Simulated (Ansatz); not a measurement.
# TePtS monolayer, Janus under uniaxial strain along a, the zigzag direction, with the width clamped

Aim: how do the optical modes of TePtS monolayer, Janus shift and split under this strain?

Calculated with Ansatz 0.2.0; DFT PBE, scalar-relativistic, plane waves, PAW; PAW set soft_1.

### Step 1. Set-up

The cell holds 3 atoms: 1 Pt, 1 S and 1 Te. Its edges and angles: a = 3.650 Å, b = 3.650 Å, c = 30.000 Å, α = 90.0°, β = 90.0°, γ = 120.0°. Vacuum lies along c. The height across the vacuum is the one that the program set for its solve, not the one typed.

### Step 2. A rough relaxation first

The start is far from rest, so a relaxation with loose tolerances brings it close first. The program lengthens the typed cell of 20.0 Å along the normal to 30.0 Å, as its cut-off of the electrostatics needs, and moves no atom.

The input, input.yaml:

```yaml
crystal:
  lattice:
    - [3.65, 0.0, 0.0]
    - [-1.825, 3.16099, 0.0]
    - [0.0, 0.0, 20.0]
  atoms:
    - { symbol: Pt, position: [0.0, 0.0, 0.5] }
    - { symbol: S, position: [0.333333, 0.666667, 0.575] }
    - { symbol: Te, position: [0.666667, 0.333333, 0.42] }
  periodic: [true, true, false]
kpoints:
  mp_grid: { grid: [6, 6, 1] }
hamiltonian:
  xc: pbe
  pseudopotentials: { kind: paw, azcp: { folder: soft_1 } }
scf:
  occupations: { method: gaussian, width: 0.1 }
output:
  forces: true
  stress: true
  eigenvalues: true
relax:
  adjacent_minimum: "off"
  f_tol: 0.05
  max_steps: 80
  cell: { stress_2d_tol: 0.02 }
```

Command:

```bash
$ ansatz run input.yaml --threads 4 --pin off --max-ram 16384MiB --backend cpu --events-out ev --progress --plain --runs-dir out
```

Numbers of over 12 decimals in the logs are rounded to 6 here.

The log of the run:

```text
[...]
F+E_penalty+E_count = -20407.65014966 eV   max|allowed force component| = 1.398e-3 eV/Å   (the final SCF, on the basis selected at the relaxed cell)
  cell:  # Å, volume = 377.9148 Å³
    - [3.813915, 0, 0]
    - [-1.906957, 3.302947, 0]
    - [0, 0, 30.0]
  atoms:
    - { symbol: Pt, position: [4.925272640083014e-19, 0, 0.334953] }
    - { symbol: S, position: [0.333333, 0.666667, 0.374464] }
    - { symbol: Te, position: [0.666667, 0.333333, 0.287250] }
[key lines of the parts left out:]
SCF converged after 11 iterations
Free energy (F): -20407.650150 eV
Fermi energy:    -5.085745 eV
P = ½ c Tr σ = 0.0003 N/m
```

The job ended after 14 s (4 threads of Arm Neoverse V1, shared host; peak memory 0.64 GiB; 51 s of CPU time).

Relaxation path:

| step | energy less that of the first step (eV) | largest force component (eV/Å) | volume (Å³) |
| --- | --- | --- | --- |
| 1 | 0.0000 | 1.9566 | 346.13 |
| 2 | -0.3028 | 0.0915 | 350.52 |
| 3 | -0.3834 | 0.1615 | 369.61 |
| 4 | -0.3920 | 0.0100 | 377.66 |
| 5 | -0.3920 | 0.0006 | 377.91 |
| 6* | -0.3936 | 0.0014 | 377.91 |

Relaxation steps marked * repeat the geometry before them on a plane-wave basis chosen anew for their cell, so energy and pressure can jump there.

Forces are held to the 6 operations that the run works with; a distortion that breaks them can't arise in this run.

| cell as run | before | after | change |
| --- | --- | --- | --- |
| a (Å) | 3.650 | 3.814 | +4.5 % |
| b (Å) | 3.650 | 3.814 | +4.5 % |

The atoms that moved most (Å, along periodic axes as changes of fractional coordinates times the final cell, across vacuum about the mean position):

| atom | dx | dy | dz | length |
| --- | --- | --- | --- | --- |
| S2 | 0.000 | 0.000 | -0.266 | 0.266 |
| Te3 | 0.000 | 0.000 | 0.218 | 0.218 |
| Pt1 | 0.000 | 0.000 | 0.049 | 0.049 |

Final coordinates:

```cif
data_structure
_symmetry_space_group_name_H-M 'P 1'
_symmetry_Int_Tables_number 1
_cell_length_a 3.8139
_cell_length_b 3.8139
_cell_length_c 30.0000
_cell_angle_alpha 90.000
_cell_angle_beta 90.000
_cell_angle_gamma 120.000
_cell_volume 377.91
loop_
_atom_site_label
_atom_site_type_symbol
_atom_site_fract_x
_atom_site_fract_y
_atom_site_fract_z
_atom_site_occupancy
Pt1 Pt 0.00000 0.00000 0.33495 1
S2 S 0.33333 0.66667 0.37446 1
Te3 Te 0.66667 0.33333 0.28725 1
```

A gap read on the k-mesh alone can miss the band edges.

This step gave:

| Property | Result |
| --- | --- |
| gap on the k-mesh | 0.9273 eV |
| area per atom | 4.199 Å² |

The relaxation ends with a largest force component of 0.0014 eV/Å.

### Step 3. Bringing the structure to rest

Harmonic phonons are second derivatives at a point where the forces vanish, and they are wanted at zero stress, so atoms and cell are relaxed first.

input.yaml, the sections that differ from step 2:

```yaml
crystal:
  lattice:
    - [3.8139147717, 0.0, 0.0]
    - [-1.9069573858, 3.3029470801, 0.0]
    - [0.0, 0.0, 30.0]
  atoms:
    - { symbol: Pt, position: [0.0, 0.0, 0.3349525789] }
    - { symbol: S, position: [0.3333333333, 0.6666666667, 0.374463756] }
    - { symbol: Te, position: [0.6666666667, 0.3333333333, 0.2872503317] }
  periodic: [true, true, false]
kpoints:
  mp_grid: { grid: [9, 9, 1] }
scf:
  occupations: { method: gaussian, width: 0.02 }
relax:
  adjacent_minimum: "off"
  f_tol: 0.005
  max_steps: 80
  cell: { stress_2d_tol: 0.02 }
# hamiltonian, output: as in step 2
```

The log of the run:

```text
[...]
Crystal: 3 atoms, lattice volume = 377.915 Å³
Basis set: ecut = 420 eV, 7361 PW (Γ), exchange–correlation on 54×54×432 points (8 copies of the dense FFT grid, shifted against one another)
Bands: 24, of which v1, the nominal top of the filled ones, is band 20 counted from 1 (19 counted from 0)
Symmetry: 6 space group operations
[...]
k-points: 12 of 81 (time reversal used)
[...]
° read free of the cell's end (the report's vacuum.weakly_bound_levels)
--- Relaxed structure (4 steps of the walk, 3 accepted, 1 SCFs on fresh bases) ---
[...]
cell:  # Å, volume = 377.3053 Å³
    - [3.810838, -2.884431715241961e-11, 0]
    - [-1.905419, 3.300282, 0]
    - [0, 0, 30.0]
  atoms:
    - { symbol: Pt, position: [0, 0, 0.334975] }
    - { symbol: S, position: [0.333333, 0.666667, 0.374554] }
    - { symbol: Te, position: [0.666667, 0.333333, 0.287137] }
[key lines of the parts left out:]
SCF converged after 8 iterations
Free energy (F): -20407.650327 eV
Fermi energy:    -5.071396 eV
P = ½ c Tr σ = -0.0031 N/m
```

The job ended after 20 s (4 threads; peak memory 0.69 GiB; 76 s of CPU time).

Little changed from the start: no atom moved by 0.005 Å and no cell edge by 0.1 %.

This step gave:

* gap on the k-mesh: 0.8922 eV
* area per atom: 4.192 Å²

### Step 4. Tight relaxation

Phonons need small forces and stress, so the relaxation is finished with tight tolerances on 9×9×1 k points.

The input, input.yaml:

```yaml
crystal:
  lattice:
    - [3.8108379686, 0.0, 0.0]
    - [-1.9054189843, 3.3002824905, 0.0]
    - [0.0, 0.0, 30.0]
  atoms:
    - { symbol: Pt, position: [0.0, 0.0, 0.3349754497] }
    - { symbol: S, position: [0.3333333333, 0.6666666667, 0.3745540472] }
    - { symbol: Te, position: [0.6666666667, 0.3333333333, 0.2871371697] }
  periodic: [true, true, false]
kpoints:
  mp_grid: { grid: [9, 9, 1] }
hamiltonian:
  xc: pbe
  pseudopotentials: { kind: paw, azcp: { folder: soft_1 } }
scf:
  occupations: { method: fixed }
output:
  forces: true
  stress: true
  eigenvalues: true
  write_density: true
  write_potential: true
  elf: true
  volumetric_format: npy
relax:
  adjacent_minimum: "off"
  f_tol: 0.001
  max_steps: 60
  cell: { stress_2d_tol: 0.002 }
```

The log of the run:

```text
[...]
Crystal: 3 atoms, lattice volume = 377.305 Å³
Basis set: ecut = 420 eV, 7361 PW (Γ), exchange–correlation on 54×54×432 points (8 copies of the dense FFT grid, shifted against one another)
Bands: 24, of which v1, the nominal top of the filled ones, is band 20 counted from 1 (19 counted from 0)
Symmetry: 6 space group operations
[...]
k-points: 12 of 81 (time reversal used)
[...]
° read free of the cell's end (the report's vacuum.weakly_bound_levels)
--- Relaxed structure (2 steps of the walk, 2 accepted, 1 SCFs on fresh bases) ---
[...]
cell:  # Å, volume = 377.2776 Å³
    - [3.810698, 0.0, 0]
    - [-1.905349, 3.300162, 0]
    - [0, 0, 30.0]
  atoms:
    - { symbol: Pt, position: [0, 0, 0.334973] }
    - { symbol: S, position: [0.333333, 0.666667, 0.374558] }
    - { symbol: Te, position: [0.666667, 0.333333, 0.287135] }
[key lines of the parts left out:]
SCF converged after 11 iterations
Free energy (F): -20407.650327 eV
Fermi energy:    -5.518003 eV
P = ½ c Tr σ = 0.0001 N/m
```

Elapsed: 14 s, on 4 threads; peak memory 0.69 GiB; 51 s of CPU time.

Little changed from the start: no atom moved by 0.005 Å and no cell edge by 0.1 %.

Numbers from this step:

```yaml
gap_on_the_k_mesh: 0.8926 eV
```

ELF in the ac plane at fractional y = 0.333, with atoms of Te within 0.2 Å of it. It is the smooth field of the valence electrons, not physical close to the nuclei.

Ten even steps from '_' (0.00) to '@' (0.74), each cell a mean:
```
____________________________
____________________________
____________________________
____________________________
____________________________
____________________________
____________________________
____________________________
____________________________
____________________________
____________________________
____________________________
____________________________
..::::::....________________
**##%%%%**==::__________..--
==++++++==--::..........::--
++==----==****==--::--==++**
**--..::++%%%%**======++##%%
::______..==##@@@@@@@@@@%%++
______________..........____
____________________________
____________________________
____________________________
____________________________
```
Columns run along a (3.8 Å), rows up along c (30.0 Å). Atoms in or near the plane, at fractional coordinates: Te at (0.67, 0.29).

Valence density in the ac plane at fractional y = 0.333, with atoms of Te within 0.2 Å of it. It is the smooth field of the valence electrons, not physical close to the nuclei.

Values in units of 1e0 e/Å³, 24 rows by 14 columns, each cell a mean:
```
0.0 0.0 0.0 0.0 0.0 0.0 0.0 0.0 0.0 0.0 0.0 0.0 0.0 0.0
0.0 0.0 0.0 0.0 0.0 0.0 0.0 0.0 0.0 0.0 0.0 0.0 0.0 0.0
0.0 0.0 0.0 0.0 0.0 0.0 0.0 0.0 0.0 0.0 0.0 0.0 0.0 0.0
0.0 0.0 0.0 0.0 0.0 0.0 0.0 0.0 0.0 0.0 0.0 0.0 0.0 0.0
0.0 0.0 0.0 0.0 0.0 0.0 0.0 0.0 0.0 0.0 0.0 0.0 0.0 0.0
0.0 0.0 0.0 0.0 0.0 0.0 0.0 0.0 0.0 0.0 0.0 0.0 0.0 0.0
0.0 0.0 0.0 0.0 0.0 0.0 0.0 0.0 0.0 0.0 0.0 0.0 0.0 0.0
0.0 0.0 0.0 0.0 0.0 0.0 0.0 0.0 0.0 0.0 0.0 0.0 0.0 0.0
0.0 0.0 0.0 0.0 0.0 0.0 0.0 0.0 0.0 0.0 0.0 0.0 0.0 0.0
0.0 0.0 0.0 0.0 0.0 0.0 0.0 0.0 0.0 0.0 0.0 0.0 0.0 0.0
0.0 0.0 0.0 0.0 0.0 0.0 0.0 0.0 0.0 0.0 0.0 0.0 0.0 0.0
0.0 0.0 0.0 0.0 0.0 0.0 0.0 0.0 0.0 0.0 0.0 0.0 0.0 0.0
0.0 0.0 0.0 0.0 0.0 0.0 0.0 0.0 0.0 0.0 0.0 0.0 0.0 0.0
0.0 0.0 0.0 0.0 0.0 0.0 0.0 0.0 0.0 0.0 0.0 0.0 0.0 0.0
0.1 0.2 0.2 0.2 0.2 0.1 0.1 0.0 0.0 0.0 0.0 0.0 0.0 0.1
0.3 0.5 0.6 0.5 0.4 0.2 0.2 0.1 0.1 0.1 0.1 0.1 0.1 0.2
0.3 0.3 0.3 0.3 0.3 0.4 0.5 1.6 3.6 5.5 4.6 2.2 0.8 0.4
0.2 0.1 0.1 0.1 0.1 0.3 0.5 1.8 4.3 6.5 5.4 2.6 0.8 0.3
0.0 0.0 0.0 0.0 0.0 0.0 0.0 0.1 0.1 0.1 0.1 0.1 0.0 0.0
0.0 0.0 0.0 0.0 0.0 0.0 0.0 0.0 0.0 0.0 0.0 0.0 0.0 0.0
0.0 0.0 0.0 0.0 0.0 0.0 0.0 0.0 0.0 0.0 0.0 0.0 0.0 0.0
0.0 0.0 0.0 0.0 0.0 0.0 0.0 0.0 0.0 0.0 0.0 0.0 0.0 0.0
0.0 0.0 0.0 0.0 0.0 0.0 0.0 0.0 0.0 0.0 0.0 0.0 0.0 0.0
0.0 0.0 0.0 0.0 0.0 0.0 0.0 0.0 0.0 0.0 0.0 0.0 0.0 0.0
```
Columns run along a (3.8 Å), rows up along c (30.0 Å). Atoms in or near the plane, at fractional coordinates: Te at (0.67, 0.29).

Electrostatic potential energy in the ac plane at fractional y = 0.333, with atoms of Te within 0.2 Å of it. With pseudopotentials it is smooth inside the atoms' cores, unlike the true potential.

Values in eV, 24 rows by 14 columns, each cell a mean:
```
 -1  -1  -1  -1  -1  -1  -1  -1  -1  -1  -1  -1  -1  -1
 -1  -1  -1  -1  -1  -1  -1  -1  -1  -1  -1  -1  -1  -1
 -1  -1  -1  -1  -1  -1  -1  -1  -1  -1  -1  -1  -1  -1
 -1  -1  -1  -1  -1  -1  -1  -1  -1  -1  -1  -1  -1  -1
  1   1   1   1   1   1   1   1   1   1   1   1   1   1
  1   1   1   1   1   1   1   1   1   1   1   1   1   1
  1   1   1   1   1   1   1   1   1   1   1   1   1   1
  1   1   1   1   1   1   1   1   1   1   1   1   1   1
  1   1   1   1   1   1   1   1   1   1   1   1   1   1
  1   1   1   1   1   1   1   1   1   1   1   1   1   1
  1   1   1   1   1   1   1   1   1   1   1   1   1   1
  1   1   1   1   1   1   1   1   1   1   1   1   1   1
  1   1   1   1   1   1   1   1   1   1   1   1   1   1
  1   1   1   1   1   1   1   1   1   1   1   1   1   1
 -2  -3  -4  -3  -3  -2  -1   0   0   0   0   0  -1  -1
 -6  -8 -10  -9  -7  -4  -3  -2  -2  -2  -2  -2  -3  -4
 -7  -6  -6  -6  -6  -8 -11 -12 -11  -9  -9 -11 -11 -10
 -5  -3  -2  -3  -4  -8 -10 -12 -10  -8  -9 -11 -11  -9
 -1  -1  -1  -1  -1  -1  -2  -2  -2  -3  -2  -2  -2  -1
 -1  -1  -1  -1  -1  -1  -1  -1  -1  -1  -1  -1  -1  -1
 -1  -1  -1  -1  -1  -1  -1  -1  -1  -1  -1  -1  -1  -1
 -1  -1  -1  -1  -1  -1  -1  -1  -1  -1  -1  -1  -1  -1
 -1  -1  -1  -1  -1  -1  -1  -1  -1  -1  -1  -1  -1  -1
 -1  -1  -1  -1  -1  -1  -1  -1  -1  -1  -1  -1  -1  -1
```
Columns run along a (3.8 Å; values clipped at the 3rd and 97th percentile), rows up along c (30.0 Å). Atoms in or near the plane, at fractional coordinates: Te at (0.67, 0.29).

The largest force component left is 0.87 meV/Å, within the tolerances set.

### Step 5. Modes at rest

The force constants come from the linear response of the density to a displacement.

The modes at rest are the reference of the series.

input.yaml, the sections that differ from step 4:

```yaml
crystal:
  lattice:
    - [3.8106982977, 0.0, 0.0]
    - [-1.9053491489, 3.300161532, 0.0]
    - [0.0, 0.0, 30.0]
  atoms:
    - { symbol: Pt, position: [0.0, 0.0, 0.3349733151] }
    - { symbol: S, position: [0.3333333333, 0.6666666667, 0.3745583487] }
    - { symbol: Te, position: [0.6666666667, 0.3333333333, 0.2871350028] }
  periodic: [true, true, false]
output:
  eigenvalues: true
phonons:
  method: dfpt
# kpoints, hamiltonian, scf: as in step 4
# relax: removed
```

The log of the run:

```text
[...]
Crystal: 3 atoms, lattice volume = 377.278 Å³
Basis set: ecut = 420 eV, 7361 PW (Γ), exchange–correlation on 54×54×432 points (8 copies of the dense FFT grid, shifted against one another)
Bands: 24, of which v1, the nominal top of the filled ones, is band 20 counted from 1 (19 counted from 0)
Symmetry: 6 space group operations
k-points: 25 of 81 (irreducible under 2 space group operations, time reversal used)
[...]
SCF iter   1: F=—  HF=-20408.657193 eV  |F-HF|=—  |Δ(HF+E_count)|=         —  Δρ=3.20e-2  dr2=5.93e0  ethr=3.10e-3  ⟨swp⟩=7.6  Hψ=3273  notcnv=0  defer=49
[...]
SCF iter  17: F=-20407.650327 eV  HF=-20407.650327 eV  |F-HF|=2.18e-11  |Δ(HF+E_count)|=  1.46e-11  Δρ=6.91e-8  dr2=3.54e-11  ethr=1.00e-12  ⟨swp⟩=24.0  Hψ=6657  notcnv=0
SCF 1 converged in 17 iterations: F = -20407.650327 eV  dr2 = 3.54e-11
[...]
DFPT response loops at Γ: preconditioner auto → none (the input reference at scf.mixing.eps_inf says where Resta's filter doesn't serve); β = 0.50; Broyden in place of MSR1
SCF converged after 17 iterations
Free energy (F): -20407.650327 eV
[...]
Internal energy: -20407.650327 eV  (E = F + TS)
E sigma→0 (E₀):  -20407.650327 eV
Fermi energy:    -5.518002 eV
[...]
--- Band table (eV; the first three rows and the last of 25) ---
  k-point 0: bands = [... 16 lower, -7.1889, -5.9729, -5.6203, -5.6203, -2.7029 (-2.7029°), -2.7029 (-2.7029°), -1.6318, -0.5997]
  k-point 1: bands = [... 16 lower, -7.3809, -6.1183, -5.6621, -5.5878, -3.5007, -2.9067, -1.3332, -0.2957]
  k-point 2: bands = [... 16 lower, -7.8198, -6.3490, -5.9518, -5.6182, -4.3948, -3.1513, -0.7163, -0.3182]
  k-point 24: bands = [... 16 lower, -7.9991, -7.2664, -7.0631, -5.8998, -4.3764, -3.5912, -0.2600, 0.5458]
  ° read free of the cell's end (the report's vacuum.weakly_bound_levels)
--- Phonons (Γ-DFPT): 6 representative perturbations + reference, on 25 of 81 k-points (Σ response iterations 27) ---
  k mesh reduced under 2 symmetry operations, with k and −k counted as one. Each operation leaves every solved perturbation unchanged. A smaller set is not used because it would not reduce the number of displacements times k-points to solve
  ASR residual: 7.579e-5 → 0.000e0 eV/Å²; symmetrization residual: 2.207e-5 eV/Å²
  ASR residual per site (eV/Å²): 7.58e-5 2.95e-5 3.29e-5
  Γ frequencies (cm⁻¹): 0.00 0.00 0.00 167.24 167.24 177.89 240.80 240.80 285.27
  non-analytic LO–TO correction: not included (Born effective charges unavailable; polar crystals: no LO–TO splitting at Γ)
```

The job ended after 58 s (4 threads; peak memory 1.3 GiB).

Numbers from this step:

- sum-rule residual before enforcement: 7.58e-5 eV/Å²
- point group: 3m
- highest optical mode at the zone centre (no LO-TO term): 285.3 cm⁻¹
- lowest optical zone-centre mode: 167.2 cm⁻¹

Without the LO-TO term. Patterns of degenerate modes are one choice out of their space. The modes at Γ (shares of kinetic energy by element, %):

| mode | frequency (cm⁻¹) | symmetry | Pt % | S % | Te % |
| --- | --- | --- | --- | --- | --- |
| 1 | 0.0 | acoustic | 55 | 9 | 36 |
| 2 | 0.0 | acoustic | 55 | 9 | 36 |
| 3 | 0.0 | acoustic | 55 | 9 | 36 |
| 4 | 167.2 | E | 27 | 9 | 64 |
| 5 | 167.2 | E | 27 | 9 | 64 |
| 6 | 177.9 | A1 | 32 | 4 | 64 |
| 7 | 240.8 | E | 18 | 81 | 1 |
| 8 | 240.8 | E | 18 | 81 | 1 |
| 9 | 285.3 | A1 | 13 | 87 | 0 |

Displacements in mode 5 (167.2 cm⁻¹), the largest set to 1:
```
Pt1 -0.53 -0.07  0.00
S2  -0.77 -0.11  0.00
Te3  1.00  0.14  0.00
```

Displacements in mode 6 (177.9 cm⁻¹), the largest set to 1:
```
Pt1  0.00  0.00 -0.57
S2   0.00  0.00 -0.48
Te3  0.00  0.00  1.00
```

Before it was imposed, the acoustic sum rule was missed by 7.6e-5 eV/Å². Small misses are needed for a sound result but don't prove that mesh and cutoff are converged. The lowest optical mode is real, 167 cm⁻¹.

### Step 6. Relaxation of a member: uniaxial strain of +5 % along a, the zigzag direction, with the width clamped

The cell takes a uniaxial strain of +5 % along a, the zigzag direction, with the width clamped. The cell is held, and the atoms relax in it.

The input, input.yaml:

```yaml
crystal:
  lattice:
    - [4.0012332127, 0.0, 0.0]
    - [-2.0006166064, 3.300161532, 0.0]
    - [0.0, 0.0, 30.0]
  atoms:
    - { symbol: Pt, position: [0.0012783923, 0.0025567847, 0.3347409137] }
    - { symbol: S, position: [0.3360297015, 0.672059403, 0.3732743545] }
    - { symbol: Te, position: [0.662691906, 0.3253838121, 0.2886513986] }
  periodic: [true, true, false]
kpoints:
  mp_grid: { grid: [9, 9, 1] }
hamiltonian:
  xc: pbe
  pseudopotentials: { kind: paw, azcp: { folder: soft_1 } }
scf:
  occupations: { method: gaussian, width: 0.02 }
output:
  forces: true
  stress: true
  eigenvalues: true
relax:
  adjacent_minimum: "off"
  f_tol: 0.001
  max_steps: 60
```

The log of the run:

```text
[...]
F+E_penalty+E_count = -20407.58965176 eV   max|allowed force component| = 1.283e-4 eV/Å
  cell:  # Å, volume = 396.1415 Å³
    - [4.0012332127, 3.031096919007617e-11, 0.0]
    - [-2.000616606375, 3.300162, 0.0]
    - [0.0, 0.0, 30.0]
  atoms:
    - { symbol: Pt, position: [0.00170005, 0.00340009, 0.334680] }
    - { symbol: S, position: [0.336471, 0.672942, 0.372967] }
    - { symbol: Te, position: [0.661829, 0.323658, 0.289019] }
[key lines of the parts left out:]
SCF converged after 5 iterations
Free energy (F): -20407.589652 eV
Fermi energy:    -5.018921 eV
P = ½ c Tr σ = -1.8827 N/m
```

Run time: 36 s. Hardware: 4 threads; peak memory 0.78 GiB.

The steps of the relaxation:

| step | energy less that of the first step (eV) | largest force component (eV/Å) |
| --- | --- | --- |
| 1 | 0.0000 | 0.1254 |
| 2 | 0.0038 | 0.2880 |
| 3 | -0.0014 | 0.0088 |
| 4 | -0.0014 | 0.0019 |
| 5 | -0.0014 | 0.0001 |

Relaxation step 2 was tried and not accepted.

Forces are held to the 2 operations that the run works with; a distortion that breaks them can't arise in this run.

The atoms that moved most (Å):

| atom | dx | dy | dz | length |
| --- | --- | --- | --- | --- |
| Te3 | 0.000 | -0.006 | 0.011 | 0.012 |
| S2 | 0.000 | 0.003 | -0.009 | 0.010 |

The relaxed structure:

```xyz
3
Lattice="4.0012 0.0000 0.0000 -2.0006 3.3002 0.0000 0.0000 0.0000 30.0000" Properties=species:S:1:pos:R:3
Pt    0.0000    0.0112   10.0404
S     0.0000    2.2208   11.1890
Te    2.0006    1.0681    8.6706
```

Numbers from this step:

* gap on the k-mesh: 0.8762 eV
* area per atom: 4.402 Å²

The largest force component left is 0.13 meV/Å.

(Part 1 of 2 ends here.)

[Logs are printed without paths, hosts, clocks, repeated set-up lines and the standing remarks that a program may print on its own settings, such as how far it seeks lower states.]

[Hosts, paths, dates, database ids (printed as entryN), source tags and the programs' standing remarks are cut or masked in the printed files.]
